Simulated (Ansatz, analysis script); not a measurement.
## Free-standing square Ti monolayer, spacing 2.904 Å: E(q) by the generalised Bloch theorem

Aim: the energy of a free-standing square Ti monolayer, spacing 2.904 Å as its moments wind into spirals of wavevector q.

Calculated with Ansatz 0.2.0; LDA, PAW set soft_1 (files made for PBE).

## 1. Set-up

The cell holds 1 atom: 1 Ti. Cell: a = 2.904 Å, b = 2.904 Å, c = 14.000 Å, α = 90.0°, β = 90.0°, γ = 90.0°. An idealised lattice of chosen spacing, in vacuum. Vacuum lies along c.

## 2. Two spin channels first

First a free collinear run, to see which state the typed moments lead to.

The input, input.yaml:

```yaml
crystal:
  lattice:
    - [2.904, 0.0, 0.0]
    - [0.0, 2.904, 0.0]
    - [0.0, 0.0, 14.0]
  atoms:
    - { symbol: Ti, position: [0.0, 0.0, 0.5], spin: 1.0 }
magnetization:
  spin_polarized: true
kpoints:
  mp_grid: { grid: [7, 7, 1] }
hamiltonian:
  xc: lda
  pseudopotentials: { kind: paw, azcp: { folder: soft_1 }, xc_functional: pbe }
scf:
  occupations: { method: fermi_dirac, width: 0.1 }
  max_iter: 120
  convergence: { dr2_threshold: 1.0e-08 }
  lower_state_search: "off"
```

Run with:

```sh
$ ansatz run input.yaml --threads 4 --pin off --max-ram 8192MiB --backend cpu --events-out ev --progress --plain --runs-dir out
```

Numbers of over 12 decimals in the logs are rounded to 6 here.

Output:

```text
Engine: ansatz 0.2.0, aarch64-unknown-linux-gnu
Pseudopotentials: kind: paw
Pseudopotential: Ti, paw, valence charge 12, recommended cutoff 420 eV (normal), soft_1/Ti.paw.azcp
Functional definition: SPW92
  exchange = slater_x
  correlation = pw_c
Crystal: 1 atoms, lattice volume = 118.065 Å³
Basis set: ecut = 420 eV, 2291 PW (Γ)
Bands: 11, of which v1, the nominal top of the filled ones, is band 6 counted from 1 (5 counted from 0)
Symmetry: 16 space group operations
Space group: P4/mmm (ITA 123), of the structure as read, at distance tolerance 4.9e-5 Å
Magnetic group: BNS 123.339 (UNI 999), of the structure as read, at distance tolerance 4.9e-5 Å
k-points: 10 of 49
Non-local potential: Ti, projectors of the file, l = 0: 3, l = 1: 2, l = 2: 3, l = 3: 1
PAW form: soft (Blöchl's): semilocal exchange-correlation on the pseudo side does not see the compensation charge
PAW frozen core: Ti, regenerated for the run's functional, and the local potential with it (the file was generated under x = pbe(κ = 0.804, μ = 0.219515), c = pbe(β = 0.066725))
PAW one-centre angular grid: Ti, 590 points (default); XC on 64 Gauss nodes
Initial density: superposition of atomic densities (neutral atoms: chi_scale 0, normalization atom)
Starting moments: Σ|m| = 1 μB on 1 of 1 site
Initial wavefunctions: pseudopotential atomic-orbital guess
Functional: x = slater, c = lda
SCF iter   1: F=—  HF=-2447.946372 eV  |F-HF|=—  |Δ(HF+E_count)|=         —  Δρ=1.67e-2 (↑1.53e-2 ↓1.67e-2)  dr2=1.74e0  dr2_m=9.66e-2  M=0.961 μB ∫|m|=0.961 μB  β_m=0.30  ethr=3.10e-3  ⟨swp⟩=5.5  Hψ=1321  notcnv=0
preconditioner: auto → LDOS  [metal: Δε(μ)=0.109 eV  Ē_g=3.070 eV  σ=0.100 eV  W_gap=0.26  n_scr=8 (ndim 8)  ℏωp=6.8 eV  f_vac=0.619  D(μ)=2.79/eV (n_scr^D=8)]
spin=Collinear: LDOS preconditioning applied to the charge; magnetization (m = ρ↑ − ρ↓) channel mixes plain (no charge-response kernel on spin).
SCF iter   2: F=—  HF=-2447.656222 eV  |F-HF|=—  |Δ(HF+E_count)|=   2.90e-1  Δρ=9.47e-3 (↑9.47e-3 ↓9.20e-3)  dr2=8.24e-1  dr2_m=3.22e-2  M=1.094 μB ∫|m|=1.094 μB  β_m=1.00  ethr=3.10e-3  ⟨swp⟩=1.8  Hψ=417  notcnv=0
SCF iter   3: F=—  HF=-2447.460928 eV  |F-HF|=—  |Δ(HF+E_count)|=   1.95e-1  Δρ=6.33e-3 (↑6.33e-3 ↓4.75e-3)  dr2=6.21e-2  dr2_m=9.51e-3  M=1.298 μB ∫|m|=1.299 μB  β_m=1.00  ethr=3.10e-3  ⟨swp⟩=2.0  Hψ=360  notcnv=0
SCF iter   4: F=—  HF=-2447.476357 eV  |F-HF|=—  |Δ(HF+E_count)|=   1.54e-2  Δρ=3.48e-3 (↑3.48e-3 ↓2.40e-3)  dr2=5.42e-2  dr2_m=4.20e-3  M=1.436 μB ∫|m|=1.437 μB  β_m=1.00  ethr=5.17e-4  ⟨swp⟩=2.6  Hψ=439  notcnv=0
SCF iter   5: F=—  HF=-2447.467603 eV  |F-HF|=—  |Δ(HF+E_count)|=   8.75e-3  Δρ=1.90e-3 (↑1.90e-3 ↓1.90e-3)  dr2=1.63e-3  dr2_m=2.98e-3  M=1.561 μB ∫|m|=1.561 μB  β_m=1.00  ethr=4.52e-4  ⟨swp⟩=1.9  Hψ=341  notcnv=0
SCF iter   6: F=—  HF=-2447.471902 eV  |F-HF|=—  |Δ(HF+E_count)|=   4.30e-3  Δρ=1.42e-3 (↑1.42e-3 ↓1.37e-3)  dr2=8.66e-4  dr2_m=1.88e-3  M=1.643 μB ∫|m|=1.643 μB  β_m=1.00  ethr=1.36e-5  ⟨swp⟩=2.4  Hψ=321  notcnv=0
SCF iter   7: F=—  HF=-2447.474230 eV  |F-HF|=—  |Δ(HF+E_count)|=   2.33e-3  Δρ=1.06e-3 (↑1.06e-3 ↓1.00e-3)  dr2=1.37e-4  dr2_m=1.10e-3  M=1.706 μB ∫|m|=1.706 μB  β_m=0.30  ethr=7.22e-6  ⟨swp⟩=1.6  Hψ=249  notcnv=0
Mixer restart at iter 7: flushing history
spin-set hold released at iteration 7 (site moments contracting): the magnetisation degrees of freedom join the quasi-Newton model from the next iteration; the mixer history was flushed
SCF iter   8: F=—  HF=-2447.476429 eV  |F-HF|=—  |Δ(HF+E_count)|=   2.20e-3  Δρ=1.15e-3 (↑1.15e-3 ↓1.06e-3)  dr2=1.12e-4  dr2_m=1.28e-3  M=1.728 μB ∫|m|=1.728 μB  β_m=0.41  ethr=1.14e-6  ⟨swp⟩=1.6  Hψ=275  notcnv=0
SCF iter   9: F=—  HF=-2447.480186 eV  |F-HF|=—  |Δ(HF+E_count)|=   3.76e-3  Δρ=9.93e-4 (↑9.93e-4 ↓9.12e-4)  dr2=8.22e-5  dr2_m=9.57e-4  M=1.806 μB ∫|m|=1.807 μB  β_m=0.81  ethr=9.34e-7  ⟨swp⟩=2.0  Hψ=360  notcnv=0
SCF iter  10: F=—  HF=-2447.481881 eV  |F-HF|=—  |Δ(HF+E_count)|=   1.69e-3  Δρ=2.64e-4 (↑2.64e-4 ↓2.03e-4)  dr2=1.03e-4  dr2_m=3.27e-5  M=1.918 μB ∫|m|=1.919 μB  β_m=0.75  ethr=6.85e-7  ⟨swp⟩=2.0  Hψ=365  notcnv=0
SCF iter  11: F=—  HF=-2447.481871 eV  |F-HF|=—  |Δ(HF+E_count)|=   1.03e-5  Δρ=1.14e-4 (↑1.14e-4 ↓1.10e-4)  dr2=5.52e-6  dr2_m=1.05e-5  M=1.935 μB ∫|m|=1.935 μB  β_m=0.78  ethr=6.85e-7  ⟨swp⟩=2.1  Hψ=345  notcnv=0
SCF iter  12: F=—  HF=-2447.481885 eV  |F-HF|=—  |Δ(HF+E_count)|=   1.39e-5  Δρ=3.12e-5 (↑2.12e-5 ↓3.12e-5)  dr2=1.54e-6  dr2_m=2.67e-7  M=1.928 μB ∫|m|=1.928 μB  β_m=0.89  ethr=4.60e-8  ⟨swp⟩=2.5  Hψ=374  notcnv=0
SCF iter  13: F=—  HF=-2447.481886 eV  |F-HF|=—  |Δ(HF+E_count)|=   1.29e-6  Δρ=9.26e-6 (↑6.60e-6 ↓9.26e-6)  dr2=1.39e-7  dr2_m=2.65e-8  M=1.929 μB ∫|m|=1.929 μB  β_m=0.94  ethr=1.29e-8  ⟨swp⟩=1.9  Hψ=263  notcnv=0
iter 14 did not close the SCF: its close was put off for the exchange–correlation potential of the local minority spin (scf_convergence_deferred on its scf_iter line)
SCF iter  14: F=-2447.481886 eV  HF=-2447.481886 eV  |F-HF|=4.44e-9  |Δ(HF+E_count)|=   9.70e-8  Δρ=1.54e-6 (↑1.37e-6 ↓1.54e-6)  dr2=3.79e-9  dr2_m=7.51e-10  M=1.929 μB ∫|m|=1.929 μB  β_m=0.97  ethr=8.33e-11  ⟨swp⟩=1.2  Hψ=601  notcnv=0
iter 15 met the thresholds in force, and the SCF goes on: an eigenvalue changes by 2.85 meV, over its tolerance of 1.00 meV (output.eigenvalues, Limitations)
SCF iter  15: F=-2447.481886 eV  HF=-2447.481886 eV  |F-HF|=6.12e-10  |Δ(HF+E_count)|=   9.75e-8  Δρ=7.57e-7 (↑7.57e-7 ↓2.84e-7)  dr2=7.29e-10  dr2_m=1.69e-10  M=1.929 μB ∫|m|=1.929 μB  β_m=0.88  ethr=3.16e-11  ⟨swp⟩=1.0  Hψ=689  notcnv=0
SCF iter  16: F=-2447.481886 eV  HF=-2447.481886 eV  |F-HF|=4.55e-13  |Δ(HF+E_count)|=  2.73e-12  Δρ=8.50e-8 (↑8.50e-8 ↓6.08e-8)  dr2=1.08e-11  dr2_m=3.41e-12  M=1.929 μB ∫|m|=1.929 μB  ethr=6.07e-12  ⟨swp⟩=1.0  Hψ=702  notcnv=0
SCF 1 converged in 16 iterations: F = -2447.481886 eV  dr2 = 1.08e-11
  greatest PAW one-centre occupation: 0.998 electrons in one spin orbital (limit 2), on the Ti atom at site 0 (counted from 0), in its partial waves of l = 0
SCF converged after 16 iterations
an eigenvalue changed by more than its tolerance at an iteration that met the thresholds in force, so the SCF went on 1 time: the last check found none over its tolerance
Magnetization: 1.9291 μB (6.9645 up, 5.0355 down)
Absolute magnetization: 1.9291 μB (∫|ρ↑−ρ↓|, with the PAW one-centre terms)
Spin contamination: 0.0013 ħ² per cell (⟨S²⟩ above its minimum at these occupations)
Per-site moments (μB) at R_I (Å): [(1.352455, 1.1979)]
Free energy (F): -2447.481886 eV
Harris-Foulkes:  -2447.481886 eV  (|F-HF|=4.55e-13)
Internal energy: -2447.396046 eV  (E = F + TS)
E sigma→0 (E₀):  -2447.438966 eV
Entropy (-TS):   -0.085840 eV (-85.840 meV/atom)
Fermi energy:    -1.447907 eV
--- Per-component energies (eV) ---
  E_band       = -332.937645
  E_kinetic    = 277.444850
  E_local      = -3830.663495  (includes V_loc(G=0)·N_el)
  E_nonlocal   = 66.784669
  E_hartree    = 1734.626020
  E_xc         = -111.271772
  E_vxc        = -140.040213  (∫ρ·V_xc dr)
  E_paw        = -994.570860  (= ΣΔE_a)
  E_vpaw       = -175.715316  (= ΣTr[D̂ρ^β])
  E_aug_tail   = -0.000084  (compensation charges beyond the density's cutoff)
  E_ewald      = 409.928675
  E_core_change = 0.325951  (= ΣΔE_core)
  E_smearing   = -0.085840  (= −TS)
  E_closure    = -0.000000  (closes the sum)
  Σ components = -2447.481886   (vs F -2447.481886, Δ=0.00e0)
```

The job ended after 1.3 s (4 threads of Arm Neoverse V2, shared host; peak memory 0.29 GiB).

In the SCF lines HF is the Harris–Foulkes energy and dr2 the Hartree energy of the density residual, in eV; the loop may stop once dr2 is under the threshold and the program's other checks hold. Hψ counts applications of the Hamiltonian.

Spin moment in the atom's sphere by atom:

| atom | spin moment in the atom's sphere (μB) |
| --- | --- |
| Ti1 | 1.35 |

The run ends ferromagnetic, with a net moment of 1.93 μB a cell. With one Ti atom carrying the moment, parallel order of its images is forced by the cell, not found.

## 3. The same state on a denser mesh

Levels at the Fermi energy are partly filled, so moments and energy differences can hang on the k-mesh, and the state is solved again on a denser one.

input.yaml, the sections that differ from step 2:

```yaml
crystal:
  lattice:
    - [2.904, 0.0, 0.0]
    - [0.0, 2.904, 0.0]
    - [0.0, 0.0, 14.0]
  atoms:
    - { symbol: Ti, position: [0.0, 0.0, 0.5], spin: 1.35 }
kpoints:
  mp_grid: { grid: [19, 19, 1] }
basis:
  ecutwfc: 420.0
checkpoint:
  read: start
  write: ck
  compress: false
  write_wavefunctions: false
  write_every: 100000
# magnetization, hamiltonian, scf: as in step 2
```

Output:

```text
[...]
SCF converged after 7 iterations
Magnetization: 2.0231 μB (7.0116 up, 4.9884 down)
Absolute magnetization: 2.0232 μB (∫|ρ↑−ρ↓|, with the PAW one-centre terms)
[...]
Per-site moments (μB) at R_I (Å): [(1.424127, 1.1979)]
Free energy (F): -2447.481992 eV
[...]
Internal energy: -2447.399678 eV  (E = F + TS)
E sigma→0 (E₀):  -2447.440835 eV
Entropy (-TS):   -0.082314 eV (-82.314 meV/atom)
Fermi energy:    -1.462966 eV
[...]
```

It took 2.1 s on 4 threads; peak memory 0.41 GiB.

Spin moment in the atom's sphere by atom:

| atom | spin moment in the atom's sphere (μB) |
| --- | --- |
| Ti1 | 1.42 |

The run ends ferromagnetic, with a net moment of 2.02 μB a cell, against 1.93 μB on the first mesh.

Each spiral starts from these moments, tilted 90° from the rotation axis z (a flat spiral); sizes are free, while the program holds flat spirals in their plane. Spin–orbit coupling is switched off, so the energy does not depend on how the axis lies in the crystal. The folder named start holds the saved collinear state, from which each run begins.

The runs on spinors take the mesh 20×20×1.

## 4. q = (0, 0, 0)

The reference is the same input at q = 0, so that basis and exchange-correlation form match those at other q. Every q is chosen so that q/2 is a mesh vector: every spiral then samples the k-points of q = 0, and much mesh noise cancels.

input.yaml, the sections that differ from step 3:

```yaml
crystal:
  lattice:
    - [2.904, 0.0, 0.0]
    - [0.0, 2.904, 0.0]
    - [0.0, 0.0, 14.0]
  atoms:
    - { symbol: Ti, position: [0.0, 0.0, 0.5], spin: 1.42, spin_axis: [1.0, 0.0, 0.0] }
kpoints:
  mp_grid: { grid: [20, 20, 1] }
magnetization:
  noncollinear: true
  spin_spiral: { q: [0.0, 0.0, 0.0] }
checkpoint:
  read: start
# hamiltonian, scf, basis: as in step 3
```

Run with:

```sh
$ ansatz run input.yaml --threads 1 --pin off --max-ram 2048MiB --backend cpu --events-out ev --progress --plain --runs-dir out
```

Output:

```text
Warning: checkpoint.read: spin treatment differs: saved collinear, current noncollinear; the saved charge density seeds this run and the saved magnetisation is carried along the axis that this deck's starting moments share; the saved density holds an absolute magnetisation of 2.0e0 μB; saved orbitals and DFT+U occupations are not carried; the saved PAW projector densities are carried along that axis
Warning: checkpoint.read: magnetization.spin_spiral differs: saved none, current q = [0, 0, 0]; the saved state is no spin spiral's: the SCF starts from none of its orbitals and from its density, each atom's moment turned about z as a whole to its place on this deck's spiral. A spiral's own state at q: [0, 0, 0] serves better
[...]
Crystal: 1 atoms, lattice volume = 118.065 Å³
Basis set: ecut = 420 eV, 2291 PW (Γ)
Bands: 20, of which v1, the nominal top of the filled ones, is band 12 counted from 1 (11 counted from 0)
[... 1 set-up line as in the run before ...]
k-points: 66 of 400
Spin spiral: q = (0, 0, 0) of the reciprocal vectors; moments are told in the frame that turns with it, a site's in that at the site
[...]
SCF iter   7: F=-2447.481909 eV  HF=-2447.481909 eV  |F-HF|=1.17e-10  |Δ(HF+E_count)|=   1.29e-9  Δρ=6.70e-7  dr2=2.58e-10  dr2_m=1.21e-10  ethr=2.92e-11  |M|=2.02e0 ∫|m|=2.02e0 μB  |m|>n=1.6e-2 m-floor=0.0e0 τ_xc=1.4e-24  ⟨swp⟩=1.0  Hψ=3792  notcnv=0
SCF 1 converged in 7 iterations: F = -2447.481909 eV  dr2 = 2.58e-10
[...]
SCF converged after 7 iterations
Magnetization: |M| = 2.0162 μB,  M = (+2.0162, +0.0000, +0.0000) μB
Absolute magnetization: 2.0162 μB (∫|m|, with the PAW one-centre terms)
  site 0: m = (+1.4187, +0.0000, +0.0000) μB, |m| = 1.4187 μB  (R = 1.20 Å)
Free energy (F): -2447.481909 eV
[...]
Internal energy: -2447.399505 eV  (E = F + TS)
E sigma→0 (E₀):  -2447.440707 eV
Entropy (-TS):   -0.082404 eV (-82.404 meV/atom)
Fermi energy:    -1.462439 eV
[...]
```

It took 28 s on 1 thread; peak memory 0.58 GiB.

The largest moment is 1.42 μB, against 1.42 μB in the collinear run.

## 5. q = (0, 0.1, 0)

Only q changes. The cell stays that of the crystal, since the generalised Bloch theorem carries the rotation from cell to cell.

input.yaml, as its differences from that of step 4:

```diff
@@ -21,3 +21,3 @@
   noncollinear: true
-  spin_spiral: { q: [0.0, 0.0, 0.0] }
+  spin_spiral: { q: [0.0, 0.1, 0.0] }
 checkpoint:
```

Output:

```text
[...]
Crystal: 1 atoms, lattice volume = 118.065 Å³
Basis set: ecut = 420 eV, 2291 PW (Γ)
Bands: 20, of which v1, the nominal top of the filled ones, is band 12 counted from 1 (11 counted from 0)
Symmetry: 4 space group operations
k-points: 121 of 400
[...]
SCF iter   8: F=-2447.485031 eV  HF=-2447.485031 eV  |F-HF|=3.64e-10  |Δ(HF+E_count)|=   1.39e-8  Δρ=2.62e-6  dr2=5.26e-9  dr2_m=2.71e-9  ethr=8.33e-11  |M|=2.05e0 ∫|m|=2.05e0 μB  |m|>n=1.4e-2 m-floor=0.0e0 τ_xc=2.9e-18  ⟨swp⟩=1.0  Hψ=6232  notcnv=0
SCF 1 converged in 8 iterations: F = -2447.485031 eV  dr2 = 5.26e-9
[...]
SCF converged after 8 iterations
Magnetization: |M| = 2.0471 μB,  M = (+2.0471, +0.0000, +0.0000) μB
Absolute magnetization: 2.0530 μB (∫|m|, with the PAW one-centre terms)
  site 0: m = (+1.4445, +0.0000, +0.0000) μB, |m| = 1.4445 μB  (R = 1.20 Å)
Free energy (F): -2447.485031 eV
[...]
Internal energy: -2447.405653 eV  (E = F + TS)
E sigma→0 (E₀):  -2447.445342 eV
Entropy (-TS):   -0.079378 eV (-79.378 meV/atom)
Fermi energy:    -1.451117 eV
[...]
```

It took 47 s on 1 thread; peak memory 0.79 GiB.

The energy of the cell lies 3.12 meV below that at q = 0, and the largest moment is 1.44 μB against 1.42 μB.

## 6. q = (0, 0.2, 0)

input.yaml, as its differences from that of step 5:

```diff
@@ -21,3 +21,3 @@
   noncollinear: true
-  spin_spiral: { q: [0.0, 0.1, 0.0] }
+  spin_spiral: { q: [0.0, 0.2, 0.0] }
 checkpoint:
```

Output:

```text
[...]
Crystal: 1 atoms, lattice volume = 118.065 Å³
Basis set: ecut = 420 eV, 2291 PW (Γ)
Bands: 20, of which v1, the nominal top of the filled ones, is band 12 counted from 1 (11 counted from 0)
[... 1 set-up line as in the run before ...]
k-points: 121 of 400
[...]
SCF iter   9: F=-2447.482656 eV  HF=-2447.482656 eV  |F-HF|=5.96e-11  |Δ(HF+E_count)|=  2.30e-10  Δρ=1.77e-6  dr2=1.58e-9  dr2_m=1.02e-9  ethr=8.33e-11  |M|=2.02e0 ∫|m|=2.05e0 μB  |m|>n=1.1e-2 m-floor=0.0e0 τ_xc=6.0e-18  ⟨swp⟩=2.5  Hψ=4481  notcnv=0
SCF 1 converged in 9 iterations: F = -2447.482656 eV  dr2 = 1.58e-9
[...]
SCF converged after 9 iterations
Magnetization: |M| = 2.0227 μB,  M = (+2.0227, -0.0000, +0.0000) μB
Absolute magnetization: 2.0463 μB (∫|m|, with the PAW one-centre terms)
  site 0: m = (+1.4462, -0.0000, +0.0000) μB, |m| = 1.4462 μB  (R = 1.20 Å)
Free energy (F): -2447.482656 eV
[...]
Internal energy: -2447.401177 eV  (E = F + TS)
E sigma→0 (E₀):  -2447.441917 eV
Entropy (-TS):   -0.081479 eV (-81.479 meV/atom)
Fermi energy:    -1.423986 eV
[...]
```

It took 48 s on 1 thread; peak memory 0.8 GiB.

The energy of the cell lies 0.747 meV below that at q = 0, and the largest moment is 1.45 μB against 1.42 μB.

## 7. q = (0.2, 0.2, 0)

input.yaml, as its differences from that of step 6:

```diff
@@ -21,3 +21,3 @@
   noncollinear: true
-  spin_spiral: { q: [0.0, 0.2, 0.0] }
+  spin_spiral: { q: [0.2, 0.2, 0.0] }
 checkpoint:
```

Output:

```text
[...]
Crystal: 1 atoms, lattice volume = 118.065 Å³
Basis set: ecut = 420 eV, 2291 PW (Γ)
Bands: 20, of which v1, the nominal top of the filled ones, is band 12 counted from 1 (11 counted from 0)
[... 1 set-up line as in the run before ...]
k-points: 111 of 400
[...]
SCF iter   9: F=-2447.476432 eV  HF=-2447.476432 eV  |F-HF|=2.79e-9  |Δ(HF+E_count)|=   2.28e-8  Δρ=2.60e-6  dr2=4.36e-9  dr2_m=1.97e-9  ethr=8.33e-11  |M|=1.90e0 ∫|m|=1.94e0 μB  |m|>n=8.3e-3 m-floor=0.0e0 τ_xc=7.3e-18  ⟨swp⟩=1.4  Hψ=6328  notcnv=0
SCF 1 converged in 9 iterations: F = -2447.476432 eV  dr2 = 4.36e-9
[...]
SCF converged after 9 iterations
Magnetization: |M| = 1.9019 μB,  M = (+1.9019, -0.0000, +0.0000) μB
Absolute magnetization: 1.9423 μB (∫|m|, with the PAW one-centre terms)
  site 0: m = (+1.3820, -0.0000, +0.0000) μB, |m| = 1.3820 μB  (R = 1.20 Å)
Free energy (F): -2447.476432 eV
[...]
Internal energy: -2447.389389 eV  (E = F + TS)
E sigma→0 (E₀):  -2447.432910 eV
Entropy (-TS):   -0.087043 eV (-87.043 meV/atom)
Fermi energy:    -1.405495 eV
[...]
```

Wall time 47 s (1 thread); peak memory 0.76 GiB.

The energy of the cell lies 5.48 meV above that at q = 0, and the largest moment is 1.38 μB against 1.42 μB.

## 8. q = (0.5, 0.5, 0)

input.yaml, as its differences from that of step 7:

```diff
@@ -21,3 +21,3 @@
   noncollinear: true
-  spin_spiral: { q: [0.2, 0.2, 0.0] }
+  spin_spiral: { q: [0.5, 0.5, 0.0] }
 checkpoint:
```

Output:

```text
[...]
Crystal: 1 atoms, lattice volume = 118.065 Å³
Basis set: ecut = 420 eV, 2291 PW (Γ)
Bands: 20, of which v1, the nominal top of the filled ones, is band 12 counted from 1 (11 counted from 0)
[... 1 set-up line as in the run before ...]
k-points: 111 of 400
[...]
SCF converged after 15 iterations
Magnetization: |M| = 0.0000 μB,  M = (-0.0000, +0.0000, +0.0000) μB
Absolute magnetization: 0.0000 μB (∫|m|, with the PAW one-centre terms)
  site 0: m = (-0.0000, +0.0000, +0.0000) μB, |m| = 0.0000 μB  (R = 1.20 Å)
Free energy (F): -2447.409286 eV
[...]
Internal energy: -2447.266878 eV  (E = F + TS)
E sigma→0 (E₀):  -2447.338082 eV
Entropy (-TS):   -0.142408 eV (-142.408 meV/atom)
Fermi energy:    -1.400451 eV
[...]
```

Elapsed: 79 s, on 1 thread; peak memory 0.8 GiB.

The energy of the cell lies 72.6 meV above that at q = 0, and the largest moment is 0 μB against 1.42 μB.

The other 8 runs of this kind were made alike; their results stand in the table below.

## 9. The spirals together

| q (reciprocal lattice) | path length (1/Å) | E(q) − E(0) (meV a magnetic atom) | \|m\| Ti no. 1 (μB) |
| --- | --- | --- | --- |
| (0, 0, 0) | 0.000 | 0.00 | 1.42 |
| (0, 0.1, 0) | 0.216 | -3.12 | 1.44 |
| (0, 0.2, 0) | 0.433 | -0.75 | 1.45 |
| (0, 0.4, 0) | 0.865 | 38.65 | 1.15 |
| (0, 0.5, 0) | 1.082 | 45.71 | 1.04 |
| (0.1, 0.5, 0) | 1.298 | 48.07 | 1.01 |
| (0.2, 0.5, 0) | 1.515 | 54.03 | 0.91 |
| (0.4, 0.5, 0) | 1.947 | 72.21 | 0.34 |
| (0.5, 0.5, 0) | 2.164 | 72.62 | 0.00 |
| (0.4, 0.4, 0) | 2.470 | 66.81 | 0.66 |
| (0.3, 0.3, 0) | 2.776 | 31.57 | 1.15 |
| (0.2, 0.2, 0) | 3.082 | 5.48 | 1.38 |
| (0.1, 0.1, 0) | 3.388 | -3.77 | 1.45 |
| (0, 0, 0) | 3.694 | 0.00 | 1.42 |

## 10. What came out

- lowest point of the path: q = (0.1, 0.1, 0), -3.77 meV a magnetic atom from q = 0
- highest point: 72.6 meV a magnetic atom

In words: The state at q = (0.1, 0.1, 0) lies 3.77 meV a magnetic atom below the ferromagnetic start, so that start is not the lowest state. Where the moments vanish, the energy is that of the state without moments, not of a spiral. The moments change by at most 100 % from their size at q = 0, so they are itinerant and a model of rigid spins is rough. No spin model is given, since the moments change too much along the path. The 13 spiral runs took 14 min of wall time, added up. Energies are free energies at a smearing of 0.1 eV, and with partly filled levels differences shift, at times strongly, as the smearing goes to zero. The cell was taken as built, with atoms unrelaxed. In doubt: the program's search for lower states was switched off, so a lower magnetic state than those reached may exist.

[Logs and program files are shortened in this print: banners, set-up blocks, solver, clock and traceback lines can be left out without a mark of their own.]

[Logs are printed without paths, hosts, clocks, repeated set-up lines and the standing remarks that a program may print on its own settings, such as how far it seeks lower states.]

[Hosts, paths, dates, database ids (printed as entryN), source tags and the programs' standing remarks are cut or masked in the printed files.]
